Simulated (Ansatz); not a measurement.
## Phonon transport in KI (Fm-3m)

Wanted: κ(T), lifetimes and mean free paths for KI.

Experimental results on record:
- thermal conductivity 2.6 W/m/K near room temperature (given in “Combining the AFLOW GIBBS and Elastic Libraries to efficiently and robustly screen thermo-mechanical properties of solids”, 2017, arXiv:1611.05714)
- thermal conductivity 2.6 W/m/K near room temperature (given in “Predicting the lattice thermal conductivity of solids by solving the Boltzmann transport equation: AFLOW - AAPL an automated, accurate and efficient framework”, 2017, arXiv:1611.05481)

Program: Ansatz 0.2.0. Level of theory: DFT LDA, scalar-relativistic, plane waves, PAW; PAW set soft_1. Results are calculated unless marked as measured.

## Step 1: Starting point

It takes space group Fm-3m (No. 225, cubic). Conventional cell: a = 7.066 Å, b = 7.066 Å, c = 7.066 Å, α = 90.00°, β = 90.00°, γ = 90.00°. Nearest to K lie 6 I at 3.53 Å. Nearest to I lie 6 K at 3.53 Å. Farther neighbours and most contacts between anions are not listed.

## Step 2: Probe on a coarse mesh

A cheap single point shows whether the cell is a metal or an insulator and how far it is from rest; that sets the k-mesh and the occupations of what follows.

input.yaml reads:

```yaml
crystal:
  lattice:
    - [0.0, 3.532775, 3.532775]
    - [3.532775, 0.0, 3.532775]
    - [3.532775, 3.532775, 0.0]
  atoms:
    - { symbol: K, position: [0.0, 0.0, 0.0] }
    - { symbol: I, position: [0.5, 0.5, 0.5] }
kpoints:
  mp_grid: { grid: [4, 4, 4] }
hamiltonian:
  xc: lda
  pseudopotentials: { kind: paw, azcp: { folder: soft_1 }, xc_functional: pbe }
scf:
  occupations: { method: gaussian, width: 0.1 }
  lower_state_search: "off"
output:
  forces: true
  stress: true
  eigenvalues: true
```

Started as:

```sh
$ ansatz run input.yaml --threads 18 --pin off --max-ram 92160MiB --backend cuda --events-out ev --progress --plain --runs-dir out
```

Numbers of over 12 decimals in the logs are rounded to 6 here.

Log:

```text
Engine: ansatz 0.2.0, aarch64-unknown-linux-gnu
Pseudopotentials: kind: paw
Pseudopotential: K, paw, valence charge 9, recommended cutoff 420 eV (normal), soft_1/K.paw.azcp
Pseudopotential: I, paw, valence charge 17, recommended cutoff 420 eV (normal), soft_1/I.paw.azcp
Functional definition: SPW92
  exchange = slater_x
  correlation = pw_c
device memory: the entry about to start is reckoned to put 4.3 GiB on a device that reports 182.5 GiB free
GPU FFT provider: cuFFT
GPU libraries: cuBLAS 13.8.1, cuFFT 12.4.0, cuSOLVER 12.3.2
GPU matrix products: emulated (plane waves: as basis.precision tells), large ones in fixed point in workspaces of 1.00 GiB
Crystal: 2 atoms, lattice volume = 88.182 Å³
Basis set: ecut = 420 eV, 1759 PW (Γ)
Bands: 17, of which v1, the nominal top of the filled ones, is band 13 counted from 1 (12 counted from 0)
Symmetry: 48 space group operations
Space group: Fm-3m (ITA 225), of the structure as read, at distance tolerance 4.5e-5 Å
k-points: 8 of 64
Non-local potential: K, projectors of the file, l = 0: 3, l = 1: 2, l = 2: 2
Non-local potential: I, projectors of the file, l = 0: 2, l = 1: 2, l = 2: 2, l = 3: 1
PAW form: soft (Blöchl's): semilocal exchange-correlation on the pseudo side does not see the compensation charge
PAW frozen core: K, regenerated for the run's functional, and the local potential with it (the file was generated under x = pbe(κ = 0.804, μ = 0.219515), c = pbe(β = 0.066725))
PAW frozen core: I, regenerated for the run's functional, and the local potential with it (the file was generated under x = pbe(κ = 0.804, μ = 0.219515), c = pbe(β = 0.066725))
PAW one-centre angular grid: K, 110 points (default); XC on 64 Gauss nodes
PAW one-centre angular grid: I, 590 points (default); XC on 64 Gauss nodes
Initial density: superposition of atomic densities (chi_scale 0.1, normalization cell, long waves kept (reshape's long-wave potential 0.00 eV rms))
Initial wavefunctions: pseudopotential atomic-orbital guess
GPU buffer pool allocated for 46656 grid points (all kernels)
GPU transforms: local potential and band sums: pruned to the plane-wave sphere, on 36×36×36
Functional: x = slater, c = lda
SCF iter   1: F=—  HF=-8856.412075 eV  |F-HF|=—  |Δ(HF+E_count)|=         —  Δρ=4.13e-2  dr2=2.97e0  ethr=3.10e-3  ⟨swp⟩=6.6  Hψ=772  notcnv=0
preconditioner: auto → none  [insulator: Δε(μ)=2.391 eV  Ē_g=8.293 eV  σ=0.100 eV  W_gap=1.00  n_scr=14 (ndim 8)  ℏωp=11.2 eV  f_vac=0.023  D(μ)=0.00/eV (n_scr^D=0)  ε∞_Penn≈2.8]
SCF iter   2: F=—  HF=-8855.159011 eV  |F-HF|=—  |Δ(HF+E_count)|=    1.25e0  Δρ=9.13e-3  dr2=1.19e-1  ethr=3.10e-3  ⟨swp⟩=4.2  Hψ=411  notcnv=0
SCF iter   3: F=—  HF=-8855.133753 eV  |F-HF|=—  |Δ(HF+E_count)|=   2.53e-2  Δρ=4.11e-3  dr2=1.45e-2  ethr=4.56e-4  ⟨swp⟩=2.0  Hψ=200  notcnv=0
SCF iter   4: F=—  HF=-8855.136308 eV  |F-HF|=—  |Δ(HF+E_count)|=   2.56e-3  Δρ=8.49e-4  dr2=5.80e-4  ethr=5.58e-5  ⟨swp⟩=2.9  Hψ=225  notcnv=0
SCF iter   5: F=—  HF=-8855.136415 eV  |F-HF|=—  |Δ(HF+E_count)|=   1.06e-4  Δρ=1.40e-4  dr2=7.25e-6  ethr=2.23e-6  ⟨swp⟩=2.0  Hψ=240  notcnv=0
SCF iter   6: F=—  HF=-8855.136521 eV  |F-HF|=—  |Δ(HF+E_count)|=   1.07e-4  Δρ=1.16e-5  dr2=1.83e-7  ethr=2.79e-8  ⟨swp⟩=2.0  Hψ=159  notcnv=0
SCF iter   7: F=-8855.136521 eV  HF=-8855.136521 eV  |F-HF|=5.68e-10  |Δ(HF+E_count)|=   8.15e-8  Δρ=1.31e-6  dr2=9.82e-10  ethr=3.85e-10  ⟨swp⟩=7.8  Hψ=754  notcnv=0
SCF 1 converged in 7 iterations: F = -8855.136521 eV  dr2 = 9.82e-10
  greatest PAW one-centre occupation: 0.999 electrons in one spin orbital (limit 2), on the I atom at site 1 (counted from 0), in its partial waves of l = 2
SCF converged after 7 iterations
Free energy (F): -8855.136521 eV
Harris-Foulkes:  -8855.136521 eV  (|F-HF|=5.68e-10)
Internal energy: -8855.136521 eV  (E = F + TS)
E sigma→0 (E₀):  -8855.136521 eV
Fermi energy:    3.841738 eV
--- Per-component energies (eV) ---
  E_band       = -526.482162
  E_kinetic    = 413.903910
  E_local      = -3017.187412  (includes V_loc(G=0)·N_el)
  E_nonlocal   = 137.901290
  E_hartree    = 1289.426801
  E_xc         = -240.296285
  E_vxc        = -274.807081  (∫ρ·V_xc dr)
  E_paw        = -5371.488684  (= ΣΔE_a)
  E_vpaw       = -365.145048  (= ΣTr[D̂ρ^β])
  E_aug_tail   = -0.002473  (compensation charges beyond the density's cutoff)
  E_ewald      = -2068.432357
  E_core_change = 1.038691  (= ΣΔE_core)
  E_smearing   = -0.000000  (= −TS)
  E_closure    = -0.000000  (closes the sum)
  Σ components = -8855.136521   (vs F -8855.136521, Δ=0.00e0)
--- Forces (eV/Å), atoms counted from 1 ---
  atom   1  K     -0.00000000     0.00000000     0.00000000
  atom   2  I      0.00000000    -0.00000000     0.00000000
  max |Σ_I F_I| component: 6.57e-30 eV/Å
--- Stress (GPa, compression-positive) ---
       -1.304153       0.000000      -0.000000
       -0.000000      -1.304153       0.000000
       -0.000000       0.000000      -1.304153
  P = ⅓ Tr σ = -1.3042 GPa (-13.042 kbar)
--- Band table (eV; the first three rows and the last of 8) ---
  k-point 0: bands = [... 9 lower, -8.5772, 2.0375, 2.0375, 2.0375, 5.6429, 8.3404, 8.3404, 8.3404]
  k-point 1: bands = [... 9 lower, -8.4200, 1.2314, 1.8529, 1.8529, 6.7833, 8.3815, 8.9540, 8.9540]
  k-point 2: bands = [... 9 lower, -8.2755, 0.6542, 1.6862, 1.6862, 7.2880, 9.4807, 10.0202, 10.0202]
  k-point 7: bands = [... 9 lower, -8.3664, 1.2800, 1.2800, 1.4090, 8.2795, 8.2795, 8.4349, 9.9500]
```

The job ended after 1.4 s (1 × NVIDIA GB200 with 18 threads of Arm Neoverse V2, shared host; peak memory 1.1 GiB; 2.3 s of CPU time).

A gap read on the k-mesh alone can miss the band edges.

This step gave:

```
pressure          : -1.304 GPa
gap on the k-mesh : 3.605 eV
volume per atom   : 44.09 Å³/atom
```

The start is under -1.3 GPa at this level and looks like an insulator or semiconductor on this mesh.

## Step 3: Relaxation

The vibrations must be taken about the equilibrium of this functional, not about the starting cell, so the structure is relaxed.

input.yaml, the sections that differ from step 2:

```yaml
kpoints:
  mp_grid: { grid: [6, 6, 6] }
scf:
  occupations: { method: gaussian, width: 0.02 }
  lower_state_search: "off"
relax:
  adjacent_minimum: "off"
  f_tol: 0.005
  max_steps: 80
  cell: { stress_tol: 0.05 }
# crystal, hamiltonian, output: as in step 2
```

Log:

```text
[...]
Crystal: 2 atoms, lattice volume = 88.182 Å³
Basis set: ecut = 420 eV, 1759 PW (Γ)
Bands: 17, of which v1, the nominal top of the filled ones, is band 13 counted from 1 (12 counted from 0)
Symmetry: 48 space group operations
[...]
k-points: 16 of 216
[...]
SCF iter   1: F=—  HF=-8856.416426 eV  |F-HF|=—  |Δ(HF+E_count)|=         —  Δρ=4.13e-2  dr2=2.99e0  ethr=3.10e-3  ⟨swp⟩=8.0  Hψ=1726  notcnv=0
[...]
SCF iter   2: F=—  HF=-8855.161263 eV  |F-HF|=—  |Δ(HF+E_count)|=    1.26e0  Δρ=9.31e-3  dr2=1.25e-1  ethr=3.10e-3  ⟨swp⟩=4.1  Hψ=800  notcnv=0
[...]
SCF iter   7: F=-8855.137655 eV  HF=-8855.137655 eV  |F-HF|=6.33e-10  |Δ(HF+E_count)|=   1.06e-7  Δρ=1.41e-6  dr2=1.25e-9  ethr=3.85e-10  ⟨swp⟩=7.5  Hψ=1481  notcnv=0
SCF 1 converged in 7 iterations: F = -8855.137655 eV  dr2 = 1.25e-9
[...]
relax step   1: F+E_penalty+E_count = -8855.13765527 eV  Δ(F+E_penalty+E_count) = +0.000e0 eV  max|allowed force component| = 2.111e-25 eV/Å  Δτ_max = 0.0000 Å  P = -1.312 GPa  Ω = 88.182 Å³  (7 SCF iters, dr2 threshold 1.00e-7 eV, accepted)
[...]
Crystal: 2 atoms, lattice volume = 84.454 Å³
Basis set: ecut = 420 eV, 1639 PW (Γ)
[...]
iter 1 solved again at ethr=1.13e-5 eV; its pass at ethr=3.10e-3 eV (dr2=2.94e-3 eV) is discarded
[...]
SCF iter   2: F=—  HF=-8855.163609 eV  |F-HF|=—  |Δ(HF+E_count)|=   1.37e-3  Δρ=4.47e-4  dr2=1.66e-4  ethr=1.13e-5  ⟨swp⟩=2.9  Hψ=472  notcnv=0
[...]
SCF iter   5: F=-8855.163607 eV  HF=-8855.163607 eV  |F-HF|=1.55e-9  |Δ(HF+E_count)|=   2.60e-7  Δρ=7.30e-6  dr2=2.07e-8  ethr=7.69e-10  ⟨swp⟩=7.2  Hψ=1369  notcnv=0
SCF 2 converged in 5 iterations: F = -8855.163607 eV  dr2 = 2.07e-8
relax step   2: F+E_penalty+E_count = -8855.16360689 eV  Δ(F+E_penalty+E_count) = -2.595e-2 eV  max|allowed force component| = 4.567e-25 eV/Å  Δτ_max = 0.0000 Å  P = -0.872 GPa  Ω = 84.454 Å³  energy of the carried Pulay correction = +3.002e-4 eV  (5 SCF iters, dr2 threshold 2.00e-7 eV, accepted)
[...]
Crystal: 2 atoms, lattice volume = 77.935 Å³
[...]
SCF iter   5: F=-8855.178179 eV  HF=-8855.178179 eV  |F-HF|=6.90e-9  |Δ(HF+E_count)|=   6.29e-7  Δρ=1.12e-5  dr2=4.36e-8  ethr=7.69e-10  ⟨swp⟩=5.0  Hψ=1480  notcnv=0
SCF 3 converged in 5 iterations: F = -8855.178179 eV  dr2 = 4.36e-8
relax step   3: F+E_penalty+E_count = -8855.17817920 eV  Δ(F+E_penalty+E_count) = -1.457e-2 eV  max|allowed force component| = 1.917e-25 eV/Å  Δτ_max = 0.0000 Å  P = +0.277 GPa  Ω = 77.935 Å³  energy of the carried Pulay correction = +8.577e-4 eV  (5 SCF iters, dr2 threshold 2.00e-7 eV, accepted)
[...]
relax step   4: F+E_penalty+E_count = -8855.17913948 eV  Δ(F+E_penalty+E_count) = -9.603e-4 eV  max|allowed force component| = 3.016e-25 eV/Å  Δτ_max = 0.0000 Å  P = -0.035 GPa  Ω = 79.414 Å³  energy of the carried Pulay correction = +7.275e-4 eV  (5 SCF iters, dr2 threshold 1.92e-7 eV, accepted)
[...]
SCF iter   1: F=—  HF=-8855.178376 eV  |F-HF|=—  |Δ(HF+E_count)|=         —  Δρ=7.96e-5  dr2=8.33e-7  ethr=4.07e-7  ⟨swp⟩=3.0  Hψ=2452  notcnv=0
[...]
SCF iter   2: F=—  HF=-8855.178427 eV  |F-HF|=—  |Δ(HF+E_count)|=   5.11e-5  Δρ=3.69e-5  dr2=1.55e-7  ethr=3.20e-9  ⟨swp⟩=2.0  Hψ=454  notcnv=0
[...]
SCF iter   5: F=-8855.178427 eV  HF=-8855.178427 eV  |F-HF|=1.82e-12  |Δ(HF+E_count)|=  4.35e-10  Δρ=1.19e-7  dr2=2.91e-12  ethr=1.00e-12  ⟨swp⟩=5.2  Hψ=1553  notcnv=0
SCF 5 converged in 5 iterations: F = -8855.178427 eV  dr2 = 2.91e-12
relax step   5: F+E_penalty+E_count = -8855.17842727 eV  Δ(F+E_penalty+E_count) = +7.122e-4 eV  max|allowed force component| = 3.576e-29 eV/Å  Δτ_max = 0.0000 Å  P = -0.037 GPa  Ω = 79.414 Å³  stress off target by 3.68e-2 GPa  SCF on the basis re-selected at this cell (its energy is not comparable with the rows above)  (5 SCF iters)
basis re-selected at this cell: Δ(F+E_penalty+E_count) = +7.122e-4 eV, ΔP = -0.002 GPa vs the last step (what re-selecting the basis moved, of the pressure what is left beyond the Pulay correction that the steps carried, after the strain that the cell walked since its last selection, with what the two solves' SCF thresholds leave and, on support functions, any second-order correction that the steps lacked; it is no m [...]
SCF converged after 5 iterations
Free energy (F): -8855.178427 eV
[...]
Internal energy: -8855.178427 eV  (E = F + TS)
E sigma→0 (E₀):  -8855.178427 eV
Fermi energy:    4.851237 eV
[...]
--- Stress (GPa, compression-positive) ---
       -0.036816      -0.000000      -0.000000
       -0.000000      -0.036816      -0.000000
       -0.000000      -0.000000      -0.036816
  P = ⅓ Tr σ = -0.0368 GPa (-0.368 kbar)
--- Band table (eV; the first three rows and the last of 16) ---
  k-point 0: bands = [... 9 lower, -7.8695, 2.9197, 2.9197, 2.9197, 6.7826, 9.1615, 9.1615, 9.1615]
  k-point 1: bands = [... 9 lower, -7.7264, 2.3826, 2.7952, 2.7952, 7.4860, 9.1085, 9.4857, 9.4857]
  k-point 2: bands = [... 9 lower, -7.4862, 1.5955, 2.5696, 2.5696, 8.1421, 9.9742, 10.2903, 10.2903]
  k-point 15: bands = [... 9 lower, -7.5791, 1.8603, 2.2296, 2.2300, 8.2828, 9.3478, 10.2772, 11.3656]
--- Relaxed structure (4 steps of the walk, 4 accepted, 1 SCFs on fresh bases) ---
  F+E_penalty+E_count = -8855.17842727 eV   max|allowed force component| = 3.576e-29 eV/Å   (the final SCF, on the basis selected at the relaxed cell)
  cell:  # Å, volume = 79.4139 Å³
    - [0, 3.411580, 3.411580]
    - [3.411580, 0, 3.411580]
    - [3.411580, 3.411580, 0]
  atoms:
    - { symbol: K, position: [0, 0, 0] }
    - { symbol: I, position: [0.5, 0.5, 0.5] }
```

Wall time 2.8 s (1 × NVIDIA GB200 with 18 threads); peak memory 1.1 GiB.

Relaxation path:

```csv
step,energy less that of the first step (eV),largest force component (eV/Å),pressure (GPa),volume (Å³)
1,0.0000,0.0000,-1.31,88.18
2,-0.0260,0.0000,-0.87,84.45
3,-0.0405,0.0000,0.28,77.94
4,-0.0415,0.0000,-0.04,79.41
5*,-0.0408,0.0000,-0.04,79.41
```

Relaxation steps marked * repeat the geometry before them on a plane-wave basis chosen anew for their cell, so energy and pressure can jump there.

The run keeps the 48 symmetry operations that it works with, so distortions that break them were not tested.

```csv
"conventional cell, symmetrised",before,after,change
a (Å),7.066,6.823,-3.4 %
b (Å),7.066,6.823,-3.4 %
c (Å),7.066,6.823,-3.4 %
volume (Å³/atom),44.09,39.71,-9.9 %
```

Final coordinates:

```
K I
1.0
     0.00000    3.41158    3.41158
     3.41158    0.00000    3.41158
     3.41158    3.41158    0.00000
K I
1 1
Direct
  0.00000 0.00000 0.00000
  0.50000 0.50000 0.50000
```

Numbers from this step:

```yaml
pressure: -0.03682 GPa
gap_on_the_k_mesh: 3.863 eV
volume_per_atom: 39.71 Å³/atom
```

The relaxation ends with a pressure of -0.04 GPa.

## Step 4: A second relaxation

The relaxation is run once more from where the first one ended, as the script does after a large change of volume or of the gap, with mesh and occupations reviewed.

input.yaml, as its differences from that of step 3:

```diff
@@ -2,5 +2,5 @@
   lattice:
-    - [0.0, 3.532775, 3.532775]
-    - [3.532775, 0.0, 3.532775]
-    - [3.532775, 3.532775, 0.0]
+    - [0.0, 3.4115798851, 3.4115798851]
+    - [3.4115798851, 0.0, 3.4115798851]
+    - [3.4115798851, 3.4115798851, 0.0]
   atoms:
```

Log:

```text
[...]
GPU FFT provider: cuFFT
GPU libraries: cuBLAS 13.8.1, cuFFT 12.4.0, cuSOLVER 12.3.2
[...]
Crystal: 2 atoms, lattice volume = 79.414 Å³
Basis set: ecut = 420 eV, 1471 PW (Γ)
Bands: 17, of which v1, the nominal top of the filled ones, is band 13 counted from 1 (12 counted from 0)
Symmetry: 48 space group operations
[...]
k-points: 16 of 216
[...]
k-point 15: bands = [... 9 lower, -7.5791, 1.8603, 2.2296, 2.2300, 8.2828, 9.3478, 10.2772, 11.3656]
--- Relaxed structure (1 steps of the walk, 1 accepted, 1 SCFs on fresh bases) ---
[...]
cell:  # Å, volume = 79.4139 Å³
    - [0.0, 3.4115798851, 3.4115798851]
    - [3.4115798851, 0.0, 3.4115798851]
    - [3.4115798851, 3.4115798851, 0.0]
  atoms:
    - { symbol: K, position: [0.0, 0.0, 0.0] }
    - { symbol: I, position: [0.5, 0.5, 0.5] }
[key lines of the parts left out:]
SCF converged after 4 iterations
Free energy (F): -8855.178427 eV
Fermi energy:    4.851237 eV
P = ⅓ Tr σ = -0.0368 GPa (-0.368 kbar)
```

The job ended after 2.2 s (1 × NVIDIA GB200 with 18 threads; peak memory 1.1 GiB; 3.2 s of CPU time).

Little changed from the start: no atom moved by 0.005 Å and no cell edge by 0.1 %.

## Step 5: Relaxing to small residual forces and stress

The relaxation is repeated with tighter thresholds on force and stress, since phonons are sensitive to what is left; a change of mesh or smearing in the input moves the cell too.

input.yaml, the sections that differ from step 4:

```yaml
scf:
  occupations: { method: fixed }
  lower_state_search: "off"
relax:
  adjacent_minimum: "off"
  f_tol: 0.001
  max_steps: 60
  cell: { stress_tol: 0.01 }
# crystal, kpoints, hamiltonian, output: as in step 4
```

Log:

```text
[...]
Crystal: 2 atoms, lattice volume = 79.414 Å³
Basis set: ecut = 420 eV, 1471 PW (Γ)
Bands: 17, of which v1, the nominal top of the filled ones, is band 13 counted from 1 (12 counted from 0)
Symmetry: 48 space group operations
[...]
k-points: 16 of 216
[...]
k-point 15: bands = [... 9 lower, -7.5598, 1.8777, 2.2477, 2.2485, 8.3015, 9.3752, 10.3018, 11.3949]
--- Relaxed structure (3 steps of the walk, 3 accepted, 1 SCFs on fresh bases) ---
[...]
cell:  # Å, volume = 79.2298 Å³
    - [0, 3.408941, 3.408941]
    - [3.408941, 0, 3.408941]
    - [3.408941, 3.408941, 0]
  atoms:
    - { symbol: K, position: [0, 0, 0] }
    - { symbol: I, position: [0.5, 0.5, 0.5] }
[key lines of the parts left out:]
SCF converged after 5 iterations
Free energy (F): -8855.178445 eV
Fermi energy:    2.940677 eV
P = ⅓ Tr σ = 0.0002 GPa (0.002 kbar)
```

Wall time 2.4 s (1 × NVIDIA GB200 with 18 threads); peak memory 1.1 GiB.

Little changed from the start: no atom moved by 0.005 Å and no cell edge by 0.1 %.

This step gave:

- pressure: 1.57e-4 GPa
- gap on the k-mesh: 3.869 eV
- volume per atom: 39.61 Å³/atom

The residual pressure is 1.6e-4 GPa, small enough for phonons.

## Step 6: A faulty attempt

This input was changed on purpose, to see how the program answers.

input.yaml reads:

```yaml
crystal:
  lattice:
    - [0.0, 3.408941002, 3.408941002]
    - [3.408941002, 0.0, 3.408941002]
    - [3.408941002, 3.408941002, 0.0]
  atoms:
    - { symbol: K, position: [0.0, 0.0, 0.0] }
    - { symbol: I, position: [0.5, 0.5, 0.5] }
kpoints:
  mp_grid: { grid: [6, 6, 6] }
hamiltonian:
  xc: lda
  pseudopotentials: { kind: paw, azcp: { folder: soft_1 }, xc_functional: pbe }
scf:
  occupations: { method: fixed }
  lower_state_search: "off"
  max_iter: 80
output:
  eigenvalues: true
phonons:
  supercell: [2, 2, 2]
  dielectric: false
  third_order: { supercell: [2, 2, 2], pair_cutoff: 3.559 }
  lattice_thermal_conductivity:
    qmesh: [9, 10, 11]
    temperatures: [300]
    isotope_mass_variance: [{ species: I, variance: 0.0 }, { species: K, variance: 0.000164 }]
```

Log:

```text
Error: invalid value for `phonons.lattice_thermal_conductivity.qmesh`: [9, 10, 11] is not mapped onto itself by every operation of the crystal's point group, which phonons.lattice_thermal_conductivity requires of this mesh (its Boltzmann solve uses the whole point group); the smallest at or above it that is: [11, 11, 11]
```

It took 0.12 s on 18 threads; peak memory 0.07 GiB.

The program refused the input before any cycle.

The program's message: “Error: invalid value for `phonons.lattice_thermal_conductivity.qmesh`: [9, 10, 11] is not mapped onto itself by every operation of the crystal's point group, which phonons.lattice_thermal_conductivity …”

The fault put into the input: a q mesh that breaks the point group.

[end of part 1 of 2]

[Logs are printed without paths, hosts, clocks, repeated set-up lines and the standing remarks that a program may print on its own settings, such as how far it seeks lower states.]

[Hosts, paths, dates, database ids (printed as entryN), source tags and the programs' standing remarks are cut or masked in the printed files.]

[A step with changed settings may run another functional than the one named; its input shows which.]
